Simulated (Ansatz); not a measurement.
# Te2Mo (P6_3/mmc): given cell or relaxed cell?, part 2 of 2

Aim: gaps of Te2Mo (P6_3/mmc) at the database cell and after a full relaxation.

Ansatz 0.2.0; PBE, HSE06 and G0W0, plane waves, PAW. Known limits of the many-body steps: not at the basis limit; no spin-orbit coupling; coarse k mesh.

So far. Step 2 (PBE bands at the given cell): The gap is indirect, with the least direct gap 0.33 eV higher. Step 4 (PBE at the relaxed cell): The gap is indirect, with the least direct gap 0.44 eV higher.

**5. HSE06 at the relaxed cell**

The screened hybrid is the usual rung above semilocal functionals: a quarter of exact exchange, cut off beyond a few ångström.

This step: DFT, HSE06, plane waves, PAW.

File input.yaml:

```yaml
crystal:
  lattice:
    - [3.4963747438, 0.0, 0.0]
    - [-1.7481873719, 3.0279493493, 0.0]
    - [0.0, 0.0, 13.7017445786]
  atoms:
    - { symbol: Te, position: [0.3333333333, 0.6666666667, 0.6173474744] }
    - { symbol: Te, position: [0.6666666667, 0.3333333333, 0.1173474744] }
    - { symbol: Te, position: [0.3333333333, 0.6666666667, 0.8826525256] }
    - { symbol: Te, position: [0.6666666667, 0.3333333333, 0.3826525256] }
    - { symbol: Mo, position: [0.3333333333, 0.6666666667, 0.25] }
    - { symbol: Mo, position: [0.6666666667, 0.3333333333, 0.75] }
kpoints:
  mp_grid: { grid: [6, 6, 2] }
  band_path:
    path:
      - [0.0, 0.0, 0.0]
      - [0.5, 0.0, 0.0]
      - [0.33333333, 0.33333333, 0.0]
      - [0.0, 0.0, 0.5]
      - [0.5, 0.0, 0.5]
      - [0.33333333, 0.33333333, 0.5]
      - [0.199999998, 0.199999998, 0.0]
    npoints: 1
hamiltonian:
  xc: hse06
scf:
  occupations: { method: fixed }
  n_extra_bands: 6
output:
  eigenvalues: true
```

Launch:

```sh
$ ansatz run input.yaml --threads 3 --pin off --max-ram 64512MiB --backend cuda --events-out ev --progress --plain --runs-dir out --devices 1 --max-vram 24GiB  # rebuilt from the run's record
```

Numbers of over 12 decimals in the logs are rounded to 6 here.

What it wrote:

```text
[...]
GPUs: using 1 of 1 available (devices: 1).
[...]
davidson cushion auto → on  (no smearing: the cushion is to keep the highest requested band from converging to the state above it; pin scf.eigensolver.cushion to override)
[...]
GPU FFT provider: cuFFT
GPU libraries: cuBLAS 13.8.2, cuFFT 12.4.0, cuSOLVER 12.3.4
Crystal: 6 atoms, lattice volume = 145.058 Å³
Basis set: ecut = 420 eV, 2835 PW (Γ)
[...]
Fermi energy:    12.796440 eV
[...]
--- Band table (eV; the first three rows and the last of 14) ---
  k-point 0: bands = [... 42 lower, 11.6482, 11.6482, 12.4952, 12.7964, 16.2409, 16.2409, 16.4389, 16.4389, ... 2 higher]
  k-point 1: bands = [... 42 lower, 11.6193, 11.6193, 12.7155, 12.7155, 16.2831, 16.2831, 16.2831, 16.2831, ... 2 higher]
  k-point 2: bands = [... 42 lower, 11.3440, 11.5429, 12.2290, 12.4108, 15.0891, 15.3753, 15.4090, 15.6106, ... 2 higher]
  k-point 13: bands = [... 42 lower, 10.3644, 10.3644, 12.5153, 12.5153, 14.2321, 14.2321, 14.7699, 14.7699, ... 2 higher]
[key lines of the parts left out:]
Free energy (F): -37855.040509 eV
```

Run time: 32 s. Hardware: 1 × NVIDIA H100 80GB HBM3 (shared by 3 runs) with 3 threads of AMD EPYC 7R13 (Zen 3), shared host; peak memory 1.5 GiB; 58 s of CPU time.

This step gave:

- gap: 0.9690 eV
- valence top at: Γ
- conduction bottom at: k = (0.200, 0.200, 0.000)
- least direct gap: 1.441 eV

The gap stands +0.37 eV against PBE.

**6. G0W0 at the relaxed cell**

G0W0 replaces the xc potential by the self-energy, built once from these orbitals. Only a window of levels is corrected, while the sums run over the empty bands that the input names.

This step: G0W0 on PBE, plane waves, PAW.

Changes to input.yaml since step 5:

```diff
@@ -14,18 +14,11 @@
   mp_grid: { grid: [6, 6, 2] }
-  band_path:
-    path:
-      - [0.0, 0.0, 0.0]
-      - [0.5, 0.0, 0.0]
-      - [0.33333333, 0.33333333, 0.0]
-      - [0.0, 0.0, 0.5]
-      - [0.5, 0.0, 0.5]
-      - [0.33333333, 0.33333333, 0.5]
-      - [0.199999998, 0.199999998, 0.0]
-    npoints: 1
 hamiltonian:
-  xc: hse06
+  xc: pbe
 scf:
   occupations: { method: fixed }
-  n_extra_bands: 6
-output:
-  eigenvalues: true
+gw:
+  n_empty_bands: 465
+  ecut_chi: 126
+  qp_bands: [v2, c2]
+  qp_kpoints: band_edges
+  screening: { model: contour_deformation }
```

What it wrote:

```text
GPUs: using 1 of 1 available (devices: 1).
[...]
GPU FFT provider: cuFFT
GPU libraries: cuBLAS 13.8.2, cuFFT 12.4.0, cuSOLVER 12.3.4
Crystal: 6 atoms, lattice volume = 145.058 Å³
Basis set: ecut = 420 eV, 2835 PW (Γ)
Bands: 56, of which v1, the nominal top of the filled ones, is band 46 counted from 1 (45 counted from 0)
Symmetry: 24 space group operations
[...]
k-points: 14 of 72
[...]
1    48     16.0051   -12.6309    -4.1232   -16.8434  0.7299    16.0947    16.0945  root
[...]
13    45     12.8240   -17.9383     0.2777   -17.7050  0.7193    12.8684    12.8684  root
    13    46     12.8240   -17.9383     0.2777   -17.7050  0.7193    12.8684    12.8684  root
    13    47     14.1006   -15.3594    -4.0167   -19.7090  0.7103    14.4360    14.4335  root
    13    48     14.1006   -15.3594    -4.0167   -19.7090  0.7103    14.4360    14.4335  root
[key lines of the parts left out:]
SCF converged after 7 iterations
Free energy (F): -37833.313856 eV
Fermi energy:    13.090715 eV
```

Elapsed: 24 s, on 1 × NVIDIA H100 80GB HBM3 (shared by 3 runs) with 3 threads; peak memory 2.1 GiB; 42 s of CPU time.

Numbers from this step:

* bands summed: 511
* RPA ε∞ on this mesh (eigenvalues): 12.95, 20.03, 20.03
* plane waves in the screening matrix: 463
* G0W0 gap on the mesh: 0.8766 eV
* k of the valence top: 0, 0, 0
* k of the conduction bottom: 0.1667, 0.1667, 0
* starting gap on the mesh: 0.7174 eV
* least direct G0W0 gap on the computed points: 1.167 eV

The gap on the mesh goes from 0.72 eV to 0.88 eV, a correction of +0.16 eV. Between the two edge states, bare exchange in place of the xc potential would open the gap by 3.93 eV, and correlation takes back 3.77 eV. The start differs from the 0.60 eV found before because this mesh misses an edge.

**7. G0W0 at the given cell**

File input.yaml:

```yaml
crystal:
  lattice:
    - [3.5182, 0.0, 0.0]
    - [-1.7591, 3.0468505756, 0.0]
    - [0.0, 0.0, 13.9736]
  atoms:
    - { symbol: Te, position: [0.3333333333, 0.6666666667, 0.621] }
    - { symbol: Te, position: [0.6666666667, 0.3333333333, 0.121] }
    - { symbol: Te, position: [0.3333333333, 0.6666666667, 0.879] }
    - { symbol: Te, position: [0.6666666667, 0.3333333333, 0.379] }
    - { symbol: Mo, position: [0.3333333333, 0.6666666667, 0.25] }
    - { symbol: Mo, position: [0.6666666667, 0.3333333333, 0.75] }
kpoints:
  mp_grid: { grid: [6, 6, 2] }
hamiltonian:
  xc: pbe
scf:
  occupations: { method: fixed }
gw:
  n_empty_bands: 481
  ecut_chi: 126
  qp_bands: [v2, c2]
  qp_kpoints: band_edges
  screening: { model: contour_deformation }
```

What it wrote:

```text
GPUs: using 1 of 1 available (devices: 1).
[...]
GPU FFT provider: cuFFT
GPU libraries: cuBLAS 13.8.2, cuFFT 12.4.0, cuSOLVER 12.3.4
Crystal: 6 atoms, lattice volume = 149.789 Å³
Basis set: ecut = 420 eV, 2909 PW (Γ)
Bands: 56, of which v1, the nominal top of the filled ones, is band 46 counted from 1 (45 counted from 0)
Symmetry: 24 space group operations
[...]
k-points: 14 of 72
[...]
1    48     15.4167   -12.5953    -4.1199   -16.8153  0.7271    15.5170    15.5168  root
[...]
13    45     12.2673   -18.0639     0.2554   -17.8507  0.7165    12.3096    12.3097  root
    13    46     12.2673   -18.0639     0.2554   -17.8507  0.7165    12.3096    12.3097  root
    13    47     13.4563   -15.3359    -3.9704   -19.6408  0.7080    13.7933    13.7907  root
    13    48     13.4563   -15.3359    -3.9704   -19.6408  0.7080    13.7933    13.7907  root
[key lines of the parts left out:]
SCF converged after 7 iterations
Free energy (F): -37833.393800 eV
Fermi energy:    12.476785 eV
```

Wall time 27 s (1 × NVIDIA H100 80GB HBM3 (shared by 3 runs) with 3 threads); peak memory 2.1 GiB; 47 s of CPU time.

This step gave:

| Quantity | Value |
| --- | --- |
| bands summed | 527 |
| RPA ε∞ on this mesh (eigenvalues) | 10.68, 19.66, 19.66 |
| plane waves in the screening matrix | 499 |
| G0W0 gap on the mesh | 0.9960 eV |
| k of the valence top | 0, 0, 0 |
| k of the conduction bottom | 0.1667, 0.1667, 0 |
| starting gap on the mesh | 0.8260 eV |
| least direct G0W0 gap on the computed points | 1.310 eV |

The gap on the mesh goes from 0.83 eV to 1.00 eV, a correction of +0.17 eV. Between the two edge states, bare exchange in place of the xc potential would open the gap by 4.04 eV, and correlation takes back 3.87 eV. The start differs from the 0.71 eV found before because this mesh misses an edge.

**8. Together**

G0W0 rows are gaps on the mesh, lowered by the amount that the mesh misses the start's edges, a rough step that assumes the same correction there.

```
   level  given cell (eV)  relaxed cell (eV)  change (eV)
     PBE             0.71               0.60        −0.11
   HSE06                -               0.97            -
G0W0@PBE             0.88               0.76        −0.12
```

**9. Results**

| Item | Value |
| --- | --- |
| volume change | −3.2 % |
| PBE, given cell | 0.71 eV |
| PBE, relaxed cell | 0.60 eV |
| HSE06, relaxed cell | 0.97 eV |
| G0W0@PBE, relaxed cell | 0.76 eV |
| G0W0@PBE, given cell | 0.88 eV |
| known limits | not at the basis limit; no spin-orbit coupling; coarse k mesh |

What this shows: Relaxation changes the volume by −3.2 % and the gap by −0.11 eV (PBE) and −0.12 eV (G0W0@PBE). Against experiment, by G0W0@PBE at the given cell: the gap of 0.88 eV lies −0.08 eV from the measured 0.96 ± 0.02 eV (indirect, 77 K, 2014); the gap of 0.88 eV lies −0.001 eV from the measured 0.88 ± 0.05 eV (indirect, 300 K, 2014); the gap of 0.88 eV lies −0.06 eV from the measured 0.94 eV (exciton, 300 K, 2016). An exciton line or allowed optical edge lies below the quasiparticle gap by the binding energy; a forbidden edge can push the onset above it. The calculation has static nuclei and no excitons; a measured gap holds zero-point and thermal motion, which mostly lowers it. With atoms this heavy the missing spin-orbit coupling can matter too. Bands and cutoff are finite, so the gap is not at the basis limit. The miss can reach some tenths of an eV and take either sign; the mesh is an error of its own. The 6×6×2 mesh is coarse for this cell (its supercell is 21 Å along the shortest edge). The RPA ε∞ on it, from the PBE start, is 10.68 and 19.66; such meshes misread the long-range screening, most where the gap is narrow.

[Paths, hosts, dates, memory and timing lines, banners, echoed tables and standing remarks are left out of the program output.]

[Logs are printed without paths, hosts, clocks, repeated set-up lines and the standing remarks that a program may print on its own settings, such as how far it seeks lower states.]

[Runs of the session that timed out or met a known fault of the program may be left out.]

[Cells called generated may have been cut or substituted from an entry of the Crystallography Open Database or the Materials Project.]

[Hosts, paths, dates, database ids (printed as entryN), source tags and the programs' standing remarks are cut or masked in the printed files.]
